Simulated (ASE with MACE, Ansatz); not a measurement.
# Which site? Mo in place of Ru in (10-13) twin boundary in hcp Ru with 13 % Mo, 7 of 9 solute atoms at the boundaries (70 atoms): runs compared

At which site of (10-13) twin boundary in hcp Ru with 13 % Mo, 7 of 9 solute atoms at the boundaries (70 atoms) does Mo in place of Ru cost least, and what about the site decides it?

Computed with Ansatz 0.2.0: Kohn-Sham DFT, PBE, PAW (set soft_2), plane waves.

## Step 1: The cell as built

The cell holds 70 atoms: 9 Mo and 61 Ru. Its edges and angles: a = 9.236 Å, b = 5.450 Å, c = 22.297 Å, α = 90.0°, β = 90.0°, γ = 63.7°. It derives from Ru and Mo. Two grains of Ru, mirror images, two boundaries a cell, the joint chosen and relaxed with the MACE-MP-0b2 potential; the cell scaled by Vegard's rule for 9 Mo among 70 atoms, 7 of them put at random on the 23 sites nearest the other grain and the rest on the 23 sites farthest from it; atoms relaxed with that potential at fixed cell. Lattice constants are starting values near those of PBE. Regions: lower grain, 38 atoms (7 Mo and 31 Ru); upper grain, 32 atoms (30 Ru and 2 Mo).

Limits known from the start: The cell is under 6 Å thick along one periodic direction, so every atom has periodic images of itself close by, which move with it and show among its neighbours and in g(r).

## Step 2: The reference run

The reference is a single point at the end of the relaxation.

Every defect cell starts from the geometry of this run and is relaxed in the fixed cell.

Its input, with most atom lines left out:

```yaml
crystal:
  lattice:
    - [9.23556, 0.0, 0.0]
    - [2.4124, 4.88741, 0.0]
    - [0.0, 0.0, 22.29655]
  atoms:
    - { symbol: Mo, position: [0.25179, 0.06023, 0.99765] }
    - { symbol: Ru, position: [0.94345, 0.29411, 0.05122] }
    - { symbol: Mo, position: [0.50861, 0.12241, 0.05515] }
    - { symbol: Ru, position: [0.19629, 0.35196, 0.10096] }
    - { symbol: Ru, position: [0.73077, 0.20791, 0.11471] }
    - { symbol: Ru, position: [0.43368, 0.42619, 0.15864] }
    - { symbol: Ru, position: [0.97802, 0.26726, 0.17028] }
    [... atom lines 8 to 70 left out ...]
kpoints:
  mp_grid: { grid: [2, 3, 1] }
hamiltonian:
  xc: pbe
scf:
  occupations: { method: fermi_dirac, width: 0.1 }
output:
  forces: true
  stress: true
  populations: true
  dos:
    method: { smearing: { sigma: 0.08 } }
    de: 0.1
    projected:
      site_lists:
        Mo: [Mo]
        Ru: [Ru]
        lower_grain: [0, 1, 2, 3, 4, 5, 6, 7, 8, 9, 10, 11, 12, 13, 14, 15, 16, 17, 18, 35, 36, 37, 38, 39, 40, 41, 42, 43, 44, 45, 46, 47, 48, 49, 50, 51, 52, 53]
        upper_grain: [19, 20, 21, 22, 23, 24, 25, 26, 27, 28, 29, 30, 31, 32, 33, 34, 54, 55, 56, 57, 58, 59, 60, 61, 62, 63, 64, 65, 66, 67, 68, 69]
  eigenvalues: true
  write_density: true
  write_potential: true
  volumetric_format: npy
```

| Property | Result |
| --- | --- |
| free energy per atom | -5759.9847 eV/atom |
| r.m.s. force component | 0.00319 eV/Å |
| pressure | -0.7379 GPa |

100 levels are partly filled, by over 2 % (on the run's k-points), as in a metal.

## Step 3: The runs

Each row is one run, on 1 × NVIDIA H100 80GB HBM3 with 6 threads of AMD EPYC 7R13 (Zen 3), shared host. The free energy is the program's total, comparable only between runs with the same functional, potentials and atoms.

```csv
run,atoms,outcome,"ionic steps, all passes",free energy (eV),time,host memory (GiB),planned on the GPU (GiB)
Single point at the start,70,converged,-,-403197.795,4.3 s,1.3,19
Relaxation,70,converged,6,-403198.931,11 s,1.4,19
Single point at the relaxed geometry,70,converged,-,-403198.931,6.2 s,2.2,22
"Mo on a site of Ru, site Ru2",70,converged,4,-402276.511,10 s,1.6,21
"Mo on a site of Ru, site Ru61",70,converged,3,-402276.622,7.2 s,1.6,21
"Mo on a site of Ru, site Ru23",70,converged,4,-402276.198,9.6 s,1.6,21
"Mo on a site of Ru, site Ru53",70,converged,4,-402276.514,9.8 s,1.6,21
"Mo on a site of Ru, site Ru62",70,converged,3,-402276.626,8.7 s,1.6,21
"Mo on a site of Ru, site Ru56",70,converged,5,-402276.473,11 s,1.6,21
"Mo on a site of Ru, site Ru10",70,converged,4,-402276.130,9.2 s,1.6,21
"Mo on a site of Ru, site Ru66",70,converged,3,-402276.345,8.4 s,1.6,21
"Mo on a site of Ru, site Ru49",70,converged,4,-402276.306,9.6 s,1.7,21
```

Local excerpt of 13 atoms (numbers count through the whole input) about site Ru62, the cheapest one, after relaxation; x, y, z are measured from there.

```
atom      x      y      z  distance (Å)  bonds
Mo62   0.00  -0.01  -0.01          0.01     12
Ru65  -1.02  -1.02  -2.22          2.65     12
Ru30   0.20   1.42  -2.23          2.65     12
Ru59   2.20   0.43   1.43          2.66     12
Ru24   0.99  -2.02   1.43          2.67     12
Ru28  -2.20   1.08  -1.06          2.67     12
Ru25  -1.20   2.12   1.18          2.70     12
Ru27   1.20   2.44   0.01          2.72     12
Ru60  -2.42  -0.34   1.20          2.72     12
Ru57  -0.20   0.10   2.72          2.73     12
Ru27  -1.21  -2.45   0.01          2.73     12
Ru64   2.44   0.31  -1.24          2.76     12
Ru29   1.23  -2.14  -1.24          2.76     12
```

The column of bonds counts only the pairs Ru-Ru within 3.18 Å, Ru-Mo within 3.18 Å, Mo-Mo within 3.18 Å; other neighbours, such as metal atoms beside each other in a compound, aren't counted, and periodic images can show an atom twice.

## Step 4: The sites compared

All these cells hold the same atoms, so their energies can be compared with no chemical potential.

```
site  neighbours  mean distance (Å)  atoms within 6 Å       region  distance to the other part (Å; 6 means 6 or more)  energy over the best site (eV)  before relaxation (eV)  gain on relaxing (eV)
Ru62        Ru12               2.69                56  upper grain                                                5.1                            0.00                    0.00                   0.03
Ru61        Ru12               2.70                54  upper grain                                                6.0                            0.00                    0.01                   0.04
Ru53     Mo2Ru10               2.76                57  lower grain                                                2.7                            0.11                    0.13                   0.05
 Ru2       MoRu8               2.66                57  lower grain                                                2.3                            0.12                    0.15                   0.06
Ru56       MoRu9               2.69                52  upper grain                                                2.6                            0.15                    0.22                   0.10
Ru66      MoRu11               2.71                56  upper grain                                                4.0                            0.28                    0.29                   0.04
Ru49     Mo2Ru10               2.71                57  lower grain                                                4.5                            0.32                    0.38                   0.09
Ru23      MoRu10               2.69                57  upper grain                                                4.4                            0.43                    0.45                   0.05
Ru10     Mo2Ru10               2.70                56  lower grain                                                6.0                            0.50                    0.52                   0.06
```

Neighbours are those of the relaxed host within 3.18 Å (Ru-Ru), 3.18 Å (Ru-Mo); other pairs aren't counted.

## Step 5: Outcome

The cheapest site is Ru62 (12 neighbours, Ru12, in the upper grain); the dearest, Ru10 (12 neighbours, Mo2Ru10, in the lower grain), costs 0.50 eV more. Ru61 lies within 0.02 eV of the cheapest, a tie at this tolerance. Over 9 sites the energy shows no clear trend with the distance to the other part. Sites with the same first shell differ by up to 0.38 eV, from their geometry, farther neighbours or both. Relaxation gains 0.033 to 0.10 eV and leaves the best site the same.

Caveats: Defects are neutral and interact with their images. Only 9 of the 61 Ru sites were tried; unless symmetry makes the others alike to these, a cheaper one may exist. The host structure and its lattice constant were typed by rule, without a check against the phase diagram.

The DFT runs together took 1.7 min of wall time.

[Logs are printed without paths, hosts, clocks, repeated set-up lines and the standing remarks that a program may print on its own settings, such as how far it seeks lower states.]

[Hosts, paths, dates, database ids (printed as entryN), source tags and the programs' standing remarks are cut or masked in the printed files.]
